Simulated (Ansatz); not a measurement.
**NaScBr3, from a guessed structure to a relaxed one**

This structure for NaScBr3 is made up. Its elements were placed in a known structure type with a cell scaled to their sizes. What cell does the guess relax to, and how far off was it?

Method: DFT, PBE, plane-wave PAW, files of the set soft_1, scalar-relativistic, no spin, cell and ions relaxed at zero pressure; PAW set soft_1, in the first sound run; inputs show where later runs differ, in Ansatz 0.2.0.

**1. Starting point**

Symmetry: Pm-3m, No. 221, cubic system. Conventional cell: a = 5.331 Å, b = 5.331 Å, c = 5.331 Å, α = 90.00°, β = 90.00°, γ = 90.00°. Nearest to Br lie 2 Sc at 2.67 Å and 4 Na at 3.77 Å. Nearest to Sc lie 6 Br at 2.67 Å. Nearest to Na lie 12 Br at 3.77 Å. Farther neighbours and most contacts between anions are not listed.

**2. Relaxing cell and atoms**

The guessed cell has no reason to be at equilibrium. It is relaxed with the atoms, within the space group of the guess.

The input, input.yaml:

```yaml
crystal:
  lattice:
    - [5.331, 0.0, 0.0]
    - [0.0, 5.331, 0.0]
    - [0.0, 0.0, 5.331]
  atoms:
    - { symbol: Br, position: [0.5, 0.5, 0.0] }
    - { symbol: Br, position: [0.5, 0.0, 0.5] }
    - { symbol: Br, position: [0.0, 0.5, 0.5] }
    - { symbol: Sc, position: [0.5, 0.5, 0.5] }
    - { symbol: Na, position: [0.0, 0.0, 0.0] }
kpoints:
  mp_grid: { grid: [5, 5, 5] }
scf:
  occupations: { method: fermi_dirac, width: 0.05 }
hamiltonian:
  xc: pbe
  pseudopotentials: { kind: paw, azcp: { folder: soft_1 } }
relax:
  f_tol: 0.015
  max_steps: 70
  cell: {}
output:
  forces: true
  stress: true
```

Launch:

```console
> ansatz run input.yaml --threads 4 --pin off --max-ram 8192MiB --backend cpu --events-out ev --progress --plain --runs-dir out
```

Numbers of over 12 decimals in the logs are rounded to 6 here.

What it wrote:

```text
Engine: ansatz 0.2.0, aarch64-unknown-linux-gnu
Pseudopotentials: kind: paw
Pseudopotential: Br, paw, valence charge 7, recommended cutoff 420 eV (normal), soft_1/Br.paw.azcp
Pseudopotential: Sc, paw, valence charge 11, recommended cutoff 420 eV (normal), soft_1/Sc.paw.azcp
Pseudopotential: Na, paw, valence charge 9, recommended cutoff 420 eV (normal), soft_1/Na.paw.azcp
Functional definition: PBE
  parameter kappa = 0.804
  parameter beta = 0.066725
  exchange = pbe_x(kappa = kappa, mu = beta*pi^2/3)
  correlation = pbe_c(beta = beta)
Crystal: 5 atoms, lattice volume = 151.505 Å³
Basis set: ecut = 420 eV, 2945 PW (Γ), exchange–correlation on 72×72×72 points (8 copies of the dense FFT grid, shifted against one another)
Bands: 26, of which v1, the nominal top of the filled ones, is band 21 counted from 1 (20 counted from 0)
Symmetry: 48 space group operations
Space group: Pm-3m (ITA 221), of the structure as read, at distance tolerance 5.3e-5 Å
k-points: 10 of 125
Non-local potential: Br, projectors of the file, l = 0: 2, l = 1: 2, l = 2: 2
Non-local potential: Sc, projectors of the file, l = 0: 3, l = 1: 2, l = 2: 3, l = 3: 1
Non-local potential: Na, projectors of the file, l = 0: 3, l = 1: 2, l = 2: 1
PAW form: soft (Blöchl's): semilocal exchange-correlation on the pseudo side does not see the compensation charge
PAW one-centre angular grid: Br, 110 points (default); XC on 64 Gauss nodes
PAW one-centre angular grid: Sc, 590 points (default); XC on 64 Gauss nodes
PAW one-centre angular grid: Na, 110 points (default); XC on 64 Gauss nodes
Initial density: superposition of atomic densities (chi_scale 0.1, normalization cell, long waves kept (reshape's long-wave potential 0.01 eV rms))
Initial wavefunctions: pseudopotential atomic-orbital guess
Functional: x = pbe(κ = 0.804, μ = 0.219515), c = pbe(β = 0.066725)
SCF iter   1: F=—  HF=-11981.664233 eV  |F-HF|=—  |Δ(HF+E_count)|=         —  Δρ=7.35e-2  dr2=1.43e1  ethr=3.10e-3  ⟨swp⟩=6.1  Hψ=1015  notcnv=0
preconditioner: auto → Kerker (q_TF=auto, 2.194 Å⁻¹)  [metal: Δε(μ)=0.036 eV  Ē_g=6.787 eV  σ=0.050 eV  W_gap=0.18  n_scr=26 (ndim 8)  ℏωp=15.1 eV  f_vac=0.001  D(μ)=6.46/eV (n_scr^D=56)]
SCF iter   2: F=—  HF=-11979.782959 eV  |F-HF|=—  |Δ(HF+E_count)|=    1.88e0  Δρ=3.93e-2  dr2=5.12e0  ethr=3.10e-3  ⟨swp⟩=3.0  Hψ=626  notcnv=0
SCF iter   3: F=—  HF=-11978.719457 eV  |F-HF|=—  |Δ(HF+E_count)|=    1.06e0  Δρ=1.27e-2  dr2=6.99e-1  ethr=3.10e-3  ⟨swp⟩=3.6  Hψ=551  notcnv=0
SCF iter   4: F=—  HF=-11978.555556 eV  |F-HF|=—  |Δ(HF+E_count)|=   1.64e-1  Δρ=2.82e-3  dr2=1.54e-2  ethr=1.70e-3  ⟨swp⟩=2.7  Hψ=409  notcnv=0
SCF iter   5: F=—  HF=-11978.559374 eV  |F-HF|=—  |Δ(HF+E_count)|=   3.82e-3  Δρ=1.10e-3  dr2=3.20e-3  ethr=3.75e-5  ⟨swp⟩=2.0  Hψ=486  notcnv=0
SCF iter   6: F=—  HF=-11978.559881 eV  |F-HF|=—  |Δ(HF+E_count)|=   5.07e-4  Δρ=3.19e-4  dr2=2.54e-4  ethr=7.79e-6  ⟨swp⟩=2.4  Hψ=430  notcnv=0
SCF iter   7: F=—  HF=-11978.559991 eV  |F-HF|=—  |Δ(HF+E_count)|=   1.10e-4  Δρ=1.56e-4  dr2=9.24e-5  ethr=6.20e-7  ⟨swp⟩=2.0  Hψ=462  notcnv=0
SCF iter   8: F=—  HF=-11978.560113 eV  |F-HF|=—  |Δ(HF+E_count)|=   1.22e-4  Δρ=5.28e-5  dr2=1.54e-5  ethr=2.25e-7  ⟨swp⟩=2.9  Hψ=497  notcnv=0
SCF iter   9: F=—  HF=-11978.560111 eV  |F-HF|=—  |Δ(HF+E_count)|=   2.47e-6  Δρ=1.38e-5  dr2=5.71e-7  ethr=3.76e-8  ⟨swp⟩=2.0  Hψ=298  notcnv=0
SCF iter  10: F=-11978.560111 eV  HF=-11978.560111 eV  |F-HF|=9.80e-9  |Δ(HF+E_count)|=   1.99e-7  Δρ=2.70e-6  dr2=1.71e-8  ethr=2.44e-10  ⟨swp⟩=4.8  Hψ=908  notcnv=0
SCF 1 converged in 10 iterations: F = -11978.560111 eV  dr2 = 1.71e-8
  greatest PAW one-centre occupation: 0.999 electrons in one spin orbital (limit 2), on the Na atom at site 4 (counted from 0), in its partial waves of l = 0
relax step   1: F+E_penalty+E_count = -11978.56011081 eV  Δ(F+E_penalty+E_count) = +0.000e0 eV  max|allowed force component| = 5.333e-29 eV/Å  Δτ_max = 0.0000 Å  P = +0.937 GPa  Ω = 151.505 Å³  (10 SCF iters, dr2 threshold 1.00e-7 eV, accepted)
Crystal: 5 atoms, lattice volume = 154.971 Å³
Basis set: ecut = 420 eV, 2969 PW (Γ), exchange–correlation on 72×72×72 points (8 copies of the dense FFT grid, shifted against one another)
Initial density: handed on by an earlier stage of this run
Initial wavefunctions: those handed on with the density
iter 1 solved again at ethr=3.60e-5 eV; its pass at ethr=3.10e-3 eV (dr2=1.48e-2 eV) is discarded
SCF iter   1: F=—  HF=-11978.575644 eV  |F-HF|=—  |Δ(HF+E_count)|=         —  Δρ=1.77e-3  dr2=1.47e-2  ethr=3.60e-5  ⟨swp⟩=1.5  Hψ=1277  notcnv=0
preconditioner: auto → LDOS  [metal: Δε(μ)=0.017 eV  Ē_g=6.141 eV  σ=0.050 eV  W_gap=0.09  n_scr=26 (ndim 8)  ℏωp=13.0 eV  f_vac=0.094  D(μ)=6.37/eV (n_scr^D=56)  β→1.0]
SCF iter   2: F=—  HF=-11978.573147 eV  |F-HF|=—  |Δ(HF+E_count)|=   2.50e-3  Δρ=1.27e-3  dr2=4.46e-3  ethr=3.59e-5  ⟨swp⟩=1.5  Hψ=270  notcnv=0
SCF iter   3: F=—  HF=-11978.572832 eV  |F-HF|=—  |Δ(HF+E_count)|=   3.15e-4  Δρ=8.32e-4  dr2=1.81e-3  ethr=1.09e-5  ⟨swp⟩=2.0  Hψ=376  notcnv=0
SCF iter   4: F=—  HF=-11978.572496 eV  |F-HF|=—  |Δ(HF+E_count)|=   3.36e-4  Δρ=3.17e-4  dr2=1.90e-4  ethr=4.42e-6  ⟨swp⟩=2.0  Hψ=426  notcnv=0
SCF iter   5: F=—  HF=-11978.572678 eV  |F-HF|=—  |Δ(HF+E_count)|=   1.82e-4  Δρ=7.16e-5  dr2=1.06e-5  ethr=4.64e-7  ⟨swp⟩=2.0  Hψ=462  notcnv=0
SCF iter   6: F=—  HF=-11978.572683 eV  |F-HF|=—  |Δ(HF+E_count)|=   5.14e-6  Δρ=2.44e-5  dr2=3.07e-6  ethr=2.59e-8  ⟨swp⟩=2.0  Hψ=468  notcnv=0
SCF iter   7: F=-11978.572683 eV  HF=-11978.572683 eV  |F-HF|=5.60e-8  |Δ(HF+E_count)|=   1.23e-7  Δρ=9.42e-6  dr2=2.04e-7  ethr=1.22e-9  ⟨swp⟩=3.0  Hψ=1008  notcnv=0
SCF 2 converged in 7 iterations: F = -11978.572683 eV  dr2 = 2.04e-7
relax step   2: F+E_penalty+E_count = -11978.57268269 eV  Δ(F+E_penalty+E_count) = -1.257e-2 eV  max|allowed force component| = 6.995e-30 eV/Å  Δτ_max = 0.0000 Å  P = +0.252 GPa  Ω = 154.971 Å³  energy of the carried Pulay correction = -1.291e-4 eV  (7 SCF iters, dr2 threshold 5.00e-7 eV, accepted)
Crystal: 5 atoms, lattice volume = 156.285 Å³
Basis set: ecut = 420 eV, 3071 PW (Γ), exchange–correlation on 72×72×72 points (8 copies of the dense FFT grid, shifted against one another)
iter 1 solved again at ethr=5.12e-6 eV; its pass at ethr=3.10e-3 eV (dr2=2.10e-3 eV) is discarded
SCF iter   1: F=—  HF=-11978.573907 eV  |F-HF|=—  |Δ(HF+E_count)|=         —  Δρ=6.72e-4  dr2=2.10e-3  ethr=5.12e-6  ⟨swp⟩=2.0  Hψ=1127  notcnv=0
preconditioner: auto → LDOS  [metal: Δε(μ)=0.007 eV  Ē_g=6.065 eV  σ=0.050 eV  W_gap=0.03  n_scr=26 (ndim 8)  ℏωp=12.9 eV  f_vac=0.096  D(μ)=6.41/eV (n_scr^D=56)  β→1.0]
SCF iter   2: F=—  HF=-11978.573568 eV  |F-HF|=—  |Δ(HF+E_count)|=   3.40e-4  Δρ=4.64e-4  dr2=6.06e-4  ethr=5.12e-6  ⟨swp⟩=1.6  Hψ=271  notcnv=0
SCF iter   3: F=—  HF=-11978.573529 eV  |F-HF|=—  |Δ(HF+E_count)|=   3.87e-5  Δρ=3.10e-4  dr2=2.47e-4  ethr=1.48e-6  ⟨swp⟩=2.1  Hψ=401  notcnv=0
SCF iter   4: F=—  HF=-11978.573484 eV  |F-HF|=—  |Δ(HF+E_count)|=   4.50e-5  Δρ=1.14e-4  dr2=2.62e-5  ethr=6.02e-7  ⟨swp⟩=2.0  Hψ=426  notcnv=0
SCF iter   5: F=—  HF=-11978.573713 eV  |F-HF|=—  |Δ(HF+E_count)|=   2.29e-4  Δρ=2.58e-5  dr2=1.40e-6  ethr=6.40e-8  ⟨swp⟩=2.0  Hψ=466  notcnv=0
SCF iter   6: F=—  HF=-11978.573714 eV  |F-HF|=—  |Δ(HF+E_count)|=   7.24e-7  Δρ=8.93e-6  dr2=4.18e-7  ethr=3.41e-9  ⟨swp⟩=2.0  Hψ=468  notcnv=0
SCF iter   7: F=-11978.573714 eV  HF=-11978.573714 eV  |F-HF|=6.27e-9  |Δ(HF+E_count)|=   2.90e-8  Δρ=3.60e-6  dr2=2.73e-8  ethr=3.86e-10  ⟨swp⟩=5.0  Hψ=927  notcnv=0
SCF 3 converged in 7 iterations: F = -11978.573714 eV  dr2 = 2.73e-8
relax step   3: F+E_penalty+E_count = -11978.57371370 eV  Δ(F+E_penalty+E_count) = -1.031e-3 eV  max|allowed force component| = 2.712e-30 eV/Å  Δτ_max = 0.0000 Å  P = +0.014 GPa  Ω = 156.285 Å³  energy of the carried Pulay correction = -1.773e-4 eV  (7 SCF iters, dr2 threshold 1.58e-7 eV, accepted)
Basis set: ecut = 420 eV, 3071 PW (Γ), exchange–correlation on 80×80×80 points (8 copies of the dense FFT grid, shifted against one another)
Initial wavefunctions: pseudopotential atomic-orbital guess (no wavefunctions were taken with the density)
iter 1 solved again at ethr=6.38e-7 eV; its pass at ethr=3.10e-3 eV (dr2=2.61e-4 eV) is discarded
SCF iter   1: F=—  HF=-11978.573214 eV  |F-HF|=—  |Δ(HF+E_count)|=         —  Δρ=8.31e-5  dr2=1.50e-6  ethr=6.38e-7  ⟨swp⟩=3.0  Hψ=1814  notcnv=0
preconditioner: auto → LDOS  [metal: Δε(μ)=0.002 eV  Ē_g=5.975 eV  σ=0.050 eV  W_gap=0.01  n_scr=26 (ndim 8)  ℏωp=12.9 eV  f_vac=0.093  D(μ)=6.43/eV (n_scr^D=56)  β→1.0]
SCF iter   2: F=—  HF=-11978.573885 eV  |F-HF|=—  |Δ(HF+E_count)|=   6.70e-4  Δρ=1.04e-5  dr2=2.52e-7  ethr=3.67e-9  ⟨swp⟩=2.0  Hψ=476  notcnv=0
SCF iter   3: F=—  HF=-11978.573884 eV  |F-HF|=—  |Δ(HF+E_count)|=   3.87e-7  Δρ=4.89e-6  dr2=9.35e-8  ethr=6.14e-10  ⟨swp⟩=2.0  Hψ=367  notcnv=0
SCF iter   4: F=—  HF=-11978.573884 eV  |F-HF|=—  |Δ(HF+E_count)|=   2.64e-7  Δρ=3.68e-6  dr2=5.59e-8  ethr=2.28e-10  ⟨swp⟩=2.0  Hψ=290  notcnv=0
SCF iter   5: F=—  HF=-11978.573885 eV  |F-HF|=—  |Δ(HF+E_count)|=   9.50e-8  Δρ=1.87e-6  dr2=1.49e-8  ethr=1.36e-10  ⟨swp⟩=1.3  Hψ=267  notcnv=0
SCF iter   6: F=—  HF=-11978.573885 eV  |F-HF|=—  |Δ(HF+E_count)|=   5.45e-9  Δρ=8.97e-7  dr2=2.37e-9  ethr=3.64e-11  ⟨swp⟩=1.6  Hψ=273  notcnv=0
SCF iter   7: F=—  HF=-11978.573885 eV  |F-HF|=—  |Δ(HF+E_count)|=  1.78e-10  Δρ=2.20e-7  dr2=9.75e-11  ethr=5.78e-12  ⟨swp⟩=2.2  Hψ=360  notcnv=0
SCF iter   8: F=-11978.573885 eV  HF=-11978.573885 eV  |F-HF|=3.64e-12  |Δ(HF+E_count)|=  1.82e-11  Δρ=5.04e-8  dr2=5.58e-12  ethr=1.00e-12  ⟨swp⟩=4.5  Hψ=923  notcnv=0
SCF 4 converged in 8 iterations: F = -11978.573885 eV  dr2 = 5.58e-12
relax step   4: F+E_penalty+E_count = -11978.57388457 eV  Δ(F+E_penalty+E_count) = -1.709e-4 eV  max|allowed force component| = 1.499e-30 eV/Å  Δτ_max = 0.0000 Å  P = +0.013 GPa  Ω = 156.285 Å³  stress off target by 1.29e-2 GPa  SCF on the basis re-selected at this cell (its energy is not comparable with the rows above)  (8 SCF iters)
basis re-selected at this cell: Δ(F+E_penalty+E_count) = -1.709e-4 eV, ΔP = -0.001 GPa vs the last step (what re-selecting the basis moved, of the pressure what is left beyond the Pulay correction that the steps carried, after the strain that the cell walked since its last selection, with what the two solves' SCF thresholds leave and, on support functions, any second-order correction that the steps lacked; it is no measure of the basis error at this ecutwfc). The dense FFT grid was sized anew with the basis: this SCF ran on 40×40×40 points, the steps before it on 36×36×36, so part of this shift can come from that change (see relax.cell in the input reference). [rest of the remark cut]
SCF converged after 8 iterations
Free energy (F): -11978.573885 eV
Harris-Foulkes:  -11978.573885 eV  (|F-HF|=3.64e-12)
Internal energy: -11978.526550 eV  (E = F + TS)
E sigma→0 (E₀):  -11978.550217 eV
Entropy (-TS):   -0.047334 eV (-9.467 meV/atom)
Fermi energy:    5.867763 eV
--- Per-component energies (eV) ---
  E_band       = -509.782433
  E_kinetic    = 717.505362
  E_local      = -3393.319996  (includes V_loc(G=0)·N_el)
  E_nonlocal   = 576.214561
  E_hartree    = 1179.334067
  E_xc         = -714.407992
  E_vxc        = -480.765725  (∫ρ·V_xc dr)
  E_paw        = -8225.569681  (= ΣΔE_a)
  E_vpaw       = -288.084783  (= ΣTr[D̂ρ^β])
  E_aug_tail   = 0.000065  (compensation charges beyond the density's cutoff)
  E_ewald      = -2118.282936
  E_smearing   = -0.047334  (= −TS)
  E_closure    = -0.000000  (closes the sum)
  Σ components = -11978.573885   (vs F -11978.573885, Δ=0.00e0)
--- Forces (eV/Å), atoms counted from 1 ---
  atom   1  Br    -0.00000000    -0.00000000    -0.00000000
  atom   2  Br    -0.00000000    -0.00000000    -0.00000000
  atom   3  Br     0.00000000    -0.00000000    -0.00000000
  atom   4  Sc    -0.00000000     0.00000000    -0.00000000
  atom   5  Na     0.00000000    -0.00000000    -0.00000000
  max |Σ_I F_I| component: 3.02e-30 eV/Å
--- Stress (GPa, compression-positive) ---
        0.012947      -0.000000       0.000000
       -0.000000       0.012947       0.000000
        0.000000       0.000000       0.012947
  P = ⅓ Tr σ = 0.0129 GPa (0.129 kbar)
--- Relaxed structure (3 steps of the walk, 3 accepted, 1 SCFs on fresh bases) ---
  F+E_penalty+E_count = -11978.57388457 eV   max|allowed force component| = 1.499e-30 eV/Å   (the final SCF, on the basis selected at the relaxed cell)
  cell:  # Å, volume = 156.2848 Å³
    - [5.386486, 0, 0]
    - [0, 5.386486, 0.0]
    - [0, 0.0, 5.386486]
  atoms:
    - { symbol: Br, position: [0.5, 0.5, 0] }
    - { symbol: Br, position: [0.5, 0, 0.5] }
    - { symbol: Br, position: [0, 0.5, 0.5] }
    - { symbol: Sc, position: [0.5, 0.5, 0.5] }
    - { symbol: Na, position: [0, 0, 0] }
```

Run time: 2.6 s. Hardware: 4 threads of Arm Neoverse V2, shared host; peak memory 0.45 GiB; 9.1 s of CPU time.

This run has no spin polarisation although its electron count is odd.

Step by step:

```tsv
step	energy less that of the first step (eV)	largest force component (eV/Å)	pressure (GPa)	volume (Å³)
1	0.0000	0.0000	0.94	151.50
2	-0.0126	0.0000	0.25	154.97
3	-0.0136	0.0000	0.01	156.28
4*	-0.0138	0.0000	0.01	156.28
```

Relaxation steps marked * repeat the geometry before them on a plane-wave basis chosen anew for their cell, so energy and pressure can jump there.

The run keeps the 48 symmetry operations that it works with, so distortions that break them were not tested.

```tsv
conventional cell, symmetrised	before	after	change
a (Å)	5.331	5.386	+1.0 %
b (Å)	5.331	5.386	+1.0 %
c (Å)	5.331	5.386	+1.0 %
volume (Å³/atom)	30.30	31.26	+3.2 %
```

This step gave:

```yaml
free_energy: -11978.5739 eV
energy_at_zero_smearing: -11978.5502 eV
smearing_term_ts: 0.04733 eV
fermi_energy: 5.868 eV
electrons: 41
symmetry_operations: 48
pressure: 0.01295 GPa
```

Shortest distances by pair of elements, guess and relaxed (not always the same contact):

```tsv
pair	guess (Å)	relaxed (Å)
Br–Sc	2.666	2.693
Br–Br	3.770	3.809
Br–Na	3.770	3.809
Na–Sc	4.617	4.665
Sc–Sc	5.331	5.386
```

The relaxation ends with a pressure of 0.01 GPa.

(Part 1 of 2 ends here.)

[Logs are printed without paths, hosts, clocks, repeated set-up lines and the standing remarks that a program may print on its own settings, such as how far it seeks lower states.]

[Hosts, paths, dates, database ids (printed as entryN), source tags and the programs' standing remarks are cut or masked in the printed files.]
